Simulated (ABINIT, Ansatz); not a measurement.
# Converging GW for KRb2GaF6 (Fm-3m) in ABINIT, part 2 of 2

Wanted: a converged G0W0 gap of KRb2GaF6 (Fm-3m), or an estimate of the limit.

ABINIT 10.8.3; PBEsol and many-body steps on it, plane waves. Known limits of the many-body steps: not at the basis limit; no spin-orbit coupling; coarse k mesh.

So far. Step 3 (Screening, 2×2×2 mesh, 107 bands, screening to 76.2 eV): Local fields lower ε∞ by 8 %. On a Γ-centred mesh this coarse the value itself is usually too large, while a short band sum pulls it down. Step 4 (107 bands, 76.2 eV): The gap on the mesh goes from 6.19 eV to 10.23 eV, a correction of +4.04 eV.

## Step 6: 249 bands, 141.5 eV

This step: G0W0 on PBEsol, plane waves, norm-conserving pseudopotentials.

run.abi

```
acell 3*1.0 Angstrom
rprim 
  -0.000000000000 4.378547672900 4.378547672900
  4.378547672900 -0.000000000000 4.378547672900
  4.378547672900 4.378547672900 -0.000000000000
ntypat 4
znucl 19 37 31 9
natom 10
typat 1 2 2 3 4 4 4 4 4 4
xred 
  0.500000000000 0.500000000000 0.500000000000
  0.750000000000 0.750000000000 0.750000000000
  0.250000000000 0.250000000000 0.250000000000
  0.000000000000 0.000000000000 0.000000000000
  0.783440950000 0.216559050000 0.783440950000
  0.216559050000 0.216559050000 0.783440950000
  0.783440950000 0.783440950000 0.216559050000
  0.783440950000 0.216559050000 0.216559050000
  0.216559050000 0.783440950000 0.216559050000
  0.216559050000 0.783440950000 0.783440950000
pp_dirpath "pseudos"
pseudos "K.upf, Rb.upf, Ga.upf, F.upf"
ecut 45
ngkpt 2 2 2
nshiftk 1
shiftk 0 0 0
kptopt 1
chksymbreak 0
istwfk *1
occopt 1
irdwfk 1
optdriver 4
nband 249
gwcalctyp 0
ecutsigx 45
symsigma 1
nkptgw 1
kptgw 
  0.0000000000 0.0000000000 0.0000000000
bdgw 
  43 48
ecuteps 5.2
irdscr 1
ppmodel 1
indata_prefix "in"
outdata_prefix "out"
tmpdata_prefix "tmp"
```

Command:

```
$ OMP_NUM_THREADS=1 mpirun -n 8 abinit run.abi > log
```

Numbers of over 12 decimals in the logs are rounded to 6 here.

The log of the run:

```text
.Version 10.8.3 of ABINIT. v10.8.2 released Aug 2026.

 Symmetries : space group Fm -3 m (#225); Bravais cF (face-center cubic)
[... echo of the input left out ...]
== DATASET  1 ==================================================================
-   mpi_nproc: 8, omp_nthreads: 1 (-1 if OMP is not activated)

--- !DatasetInfo
iteration_state: {dtset: 1, }
dimensions: {natom: 10, nkpt: 3, mband: 249, nsppol: 1, nspinor: 1, nspden: 1, mpw: 16361, }
cutoff_energies: {ecut:  45.0, pawecutdg:  -1.0, }
electrons: {nelect:   9.00000000E+01, charge:   0.00000000E+00, occopt:   1.00000000E+00, tsmear:   1.00000000E-02, }

 SIGMA: Calculation of the GW corrections

 Based on a program developped by R.W. Godby, V. Olevano, G. Onida, and L. Reining.
 Incorporated in ABINIT by V. Olevano, G.-M. Rignanese, and M. Torrent.
.Using double precision arithmetic ; gwpc =  8

[... cell and pseudopotentials left out ...]
--------------------------------------------------------------------------------

 ==== K-mesh for the wavefunctions ====
 Number of points in the irreducible wedge :     3
[... list of points left out ...]
 Together with 48 symmetry operations and time-reversal symmetry
 yields     8 points in the full Brillouin Zone.

 ==== Q-mesh for screening function ====
 Number of points in the irreducible wedge :     3
[... list of points left out ...]
 Together with 48 symmetry operations and time-reversal symmetry
 yields     8 points in the full Brillouin Zone.

 vcoul_init : cutoff-mode = AUXILIARY_FUNCTION
 q-points for optical limit:   1
     1)      0.000010    0.000020    0.000030
 setmesh: FFT mesh size selected  =    72x   72x   72
          total number of points  =       373248

 Number of electrons calculated from density =   90.0000; Expected =   90.0000
[...]
number of k-points in BZ                            8
 number of q-points in BZ                            8
 number of frequencies for dSigma/dE                 9
 frequency step for dSigma/dE [eV]                0.25
 number of omega for Sigma on real axis              0
 max omega for Sigma on real axis  [eV]           0.00
 zcut for avoiding poles [eV]                     0.10

 EPSILON^-1 parameters (SCR file):
 dimension of the eps^-1 matrix on file            645
 dimension of the eps^-1 matrix used               645
 number of plane-waves for wavefunctions         16361
 number of bands                                   249
 number of q-points in IBZ                           3
 number of frequencies                               2
 number of real frequencies                          1
 number of imag frequencies                          1

 matrix elements of self-energy operator (all in [eV])

 Perturbative Calculation

--- !SelfEnergy_ee
iteration_state: {dtset: 1, }
kpoint     : [   0.000,    0.000,    0.000, ]
spin       : 1
KS_gap     :    6.190
QP_gap     :    9.751
Delta_QP_KS:    3.561
data: !SigmaeeData |
     Band     E0 <VxcDFT>   SigX SigC(E0)      Z dSigC/dE  Sig(E)    E-E0       E
       43  -0.821 -22.439 -29.922   5.174   0.813  -0.230 -24.317  -1.878  -2.699
       44  -0.821 -22.439 -29.922   5.174   0.813  -0.230 -24.317  -1.878  -2.699
       45  -0.821 -22.439 -29.922   5.174   0.813  -0.230 -24.317  -1.878  -2.699
       46   5.369 -10.808  -6.266  -2.656   0.892  -0.121  -9.124   1.684   7.052
       47   8.334  -8.349  -3.744  -2.642   0.903  -0.108  -6.577   1.773  10.106
       48   8.334  -8.349  -3.744  -2.642   0.903  -0.108  -6.577   1.773  10.106

== END DATASET(S) ==============================================================
================================================================================

 -outvars: echo values of variables after computation  --------
           etotal      0.0000000000E+00
            nband         249
             nkpt           3
          spgroup         225
 [... the other variables as echoed above ...]

 Calculation completed.
```

Elapsed: 39 s, on 8 MPI ranks of Arm Neoverse N1, shared host; peak memory 3.8 GiB; 5.2 min of CPU time.

This step gave:

| Item | Value |
| --- | --- |
| G0W0 gap on the points computed | 9.751 eV |
| starting gap on the mesh | 6.190 eV |
| k of the valence top | 0, 0, 0 |
| k of the conduction bottom | 0, 0, 0 |
| Z at the valence top | 0.813 |
| Z at the conduction bottom | 0.892 |
| least direct G0W0 gap on the computed points | 9.751 eV |

Against G0W0 in ABINIT (2×2×2 mesh, 107 bands, screening to 76.2 eV, Godby-Needs plasmon pole), the gap moves by −0.476 eV.

## Step 7: Screening, 2×2×2 mesh, 546 bands, screening to 217.7 eV

This step: RPA screening on PBEsol, plane waves, norm-conserving pseudopotentials.

run.abi, as its differences from that of step 6:

```diff
@@ -31,15 +31,8 @@
 irdwfk 1
-optdriver 4
-nband 249
-gwcalctyp 0
-ecutsigx 45
-symsigma 1
-nkptgw 1
-kptgw 
-  0.0000000000 0.0000000000 0.0000000000
-bdgw 
-  43 48
-ecuteps 5.2
-irdscr 1
-ppmodel 1
+optdriver 3
+nband 546
+ecuteps 8
+inclvkb 2
+awtr 1
+symchi 1
 indata_prefix "in"
```

The log of the run:

```text
.Version 10.8.3 of ABINIT. v10.8.2 released Aug 2026.

 Symmetries : space group Fm -3 m (#225); Bravais cF (face-center cubic)
[... echo of the input left out ...]
== DATASET  1 ==================================================================
-   mpi_nproc: 8, omp_nthreads: 1 (-1 if OMP is not activated)

--- !DatasetInfo
iteration_state: {dtset: 1, }
dimensions: {natom: 10, nkpt: 3, mband: 546, nsppol: 1, nspinor: 1, nspden: 1, mpw: 16361, }
cutoff_energies: {ecut:  45.0, pawecutdg:  -1.0, }
[...]
--------------------------------------------------------------------------------
[... chi0 elements left out ...]
 For q-point:  0.000010 0.000020 0.000030
  dielectric constant =   2.0664
  dielectric constant without local fields =   2.2874

  Average fulfillment of the sum rule on Im[epsilon] for q-point    1 :     69.22  [%]
[... wings left out ...]
  q-point number  2        q = ( 0.500000, 0.000000, 0.000000) [r.l.u.]
--------------------------------------------------------------------------------
[... chi0 elements left out ...]
  Average fulfillment of the sum rule on Im[epsilon] for q-point    2 :     71.69  [%]

 [... 1 further q-points ...]
```

Run time: 19 min. Hardware: 8 MPI ranks; peak memory 8.4 GiB; 2.5 h of CPU time.

This step gave:

- ε∞ with local fields, on this mesh, along the program's q direction: 2.066
- the same without local fields: 2.287
- plasma frequency: 27.19 eV
- plane waves in the screening matrix: 1243

## Step 8: 546 bands, 217.7 eV

This step: G0W0 on PBEsol, plane waves, norm-conserving pseudopotentials.

run.abi, as its differences from that of step 7:

```diff
@@ -31,8 +31,15 @@
 irdwfk 1
-optdriver 3
+optdriver 4
 nband 546
+gwcalctyp 0
+ecutsigx 45
+symsigma 1
+nkptgw 1
+kptgw 
+  0.0000000000 0.0000000000 0.0000000000
+bdgw 
+  43 48
 ecuteps 8
-inclvkb 2
-awtr 1
-symchi 1
+irdscr 1
+ppmodel 1
 indata_prefix "in"
```

The log of the run:

```text
.Version 10.8.3 of ABINIT. v10.8.2 released Aug 2026.

 Symmetries : space group Fm -3 m (#225); Bravais cF (face-center cubic)
[... echo of the input left out ...]
== DATASET  1 ==================================================================
-   mpi_nproc: 8, omp_nthreads: 1 (-1 if OMP is not activated)

--- !DatasetInfo
iteration_state: {dtset: 1, }
dimensions: {natom: 10, nkpt: 3, mband: 546, nsppol: 1, nspinor: 1, nspden: 1, mpw: 16361, }
cutoff_energies: {ecut:  45.0, pawecutdg:  -1.0, }
[...]
46   5.369 -10.808  -6.266  -2.816   0.890  -0.123  -9.271   1.537   6.905
       47   8.334  -8.349  -3.744  -2.818   0.902  -0.109  -6.737   1.612   9.946
       48   8.334  -8.349  -3.744  -2.818   0.902  -0.109  -6.737   1.612   9.946

== END DATASET(S) ==============================================================
================================================================================

 -outvars: echo values of variables after computation  --------
           etotal      0.0000000000E+00
            nband         546
             nkpt           3
          spgroup         225
 [... the other variables as echoed above ...]

 Calculation completed.
```

The job ended after 3.4 min (8 MPI ranks; peak memory 7.8 GiB).

Numbers from this step:

```yaml
g0w0_gap_on_the_points_computed: 9.77 eV
starting_gap_on_the_mesh: 6.190 eV
k_of_the_valence_top: 0, 0, 0
k_of_the_conduction_bottom: 0, 0, 0
least_direct_g0w0_gap_on_the_computed_points: 9.77 eV
```

Against G0W0 in ABINIT (2×2×2 mesh, 249 bands, screening to 141.5 eV, Godby-Needs plasmon pole), the gap moves by +0.019 eV.

## Step 9: Side by side

Times are wall times on 8 MPI ranks of Arm Neoverse N1, shared host, good to a factor of about two. A run's time includes the screening step that it read.

| run | mesh | bands | screening cutoff (eV) | DFT gap (eV) | gap on the mesh (eV) | direct (eV) | ε∞ used | time |
| --- | --- | --- | --- | --- | --- | --- | --- | --- |
| 107 bands, 76.2 eV | 2×2×2 | 107 | 76.2 | 6.190 | 10.227 | 10.227 | 2.03 | 1.8 min |
| 249 bands, 141.5 eV | 2×2×2 | 249 | 141.5 | 6.190 | 9.751 | 9.751 | 2.06 | 5.7 min |
| 546 bands, 217.7 eV | 2×2×2 | 546 | 217.7 | 6.190 | 9.770 | 9.770 | 2.07 | 22 min |

## Step 10: Outcome

```json
{
 "107 bands, 76.2 eV": "10.227 eV",
 "249 bands, 141.5 eV": "9.751 eV",
 "546 bands, 217.7 eV": "9.770 eV",
 "known limits": "not at the basis limit; no spin-orbit coupling; coarse k mesh"
}
```

From the first rung to the last the gap moves by −0.46 eV for 12 times the time. The gap turns back along the series, so no limit is drawn from it. In the first G0W0 run levels were corrected at 1 k point alone, so a gap called «on the mesh» is the least over those, and an edge elsewhere would be missed. The 2×2×2 mesh is coarse for this cell, which bears on the long-range parts of exchange and screening. The many-body steps are scalar-relativistic: spin-orbit coupling is not in them.

[Paths, hosts, dates, memory and timing lines, banners, echoed tables and standing remarks are left out of the program output.]

[Logs are printed without paths, hosts, clocks, repeated set-up lines and the standing remarks that a program may print on its own settings, such as how far it seeks lower states.]

[Runs of the session that timed out or met a known fault of the program may be left out.]

[No measured gap is set beside runs whose start may be inverted or whose files or cutoffs have a known fault.]

[Hosts, paths, dates, database ids (printed as entryN), source tags and the programs' standing remarks are cut or masked in the printed files.]

[G0W0 gaps are taken among the corrected bands and points alone; a level outside them can change the order at an edge.]

[Where Ansatz stands beside ABINIT at settings called matched, ABINIT's density can come from a denser mesh and the files from another edition; pairs whose starting gaps differed by over 0.03 eV were left out, so agreement reads better than it is.]
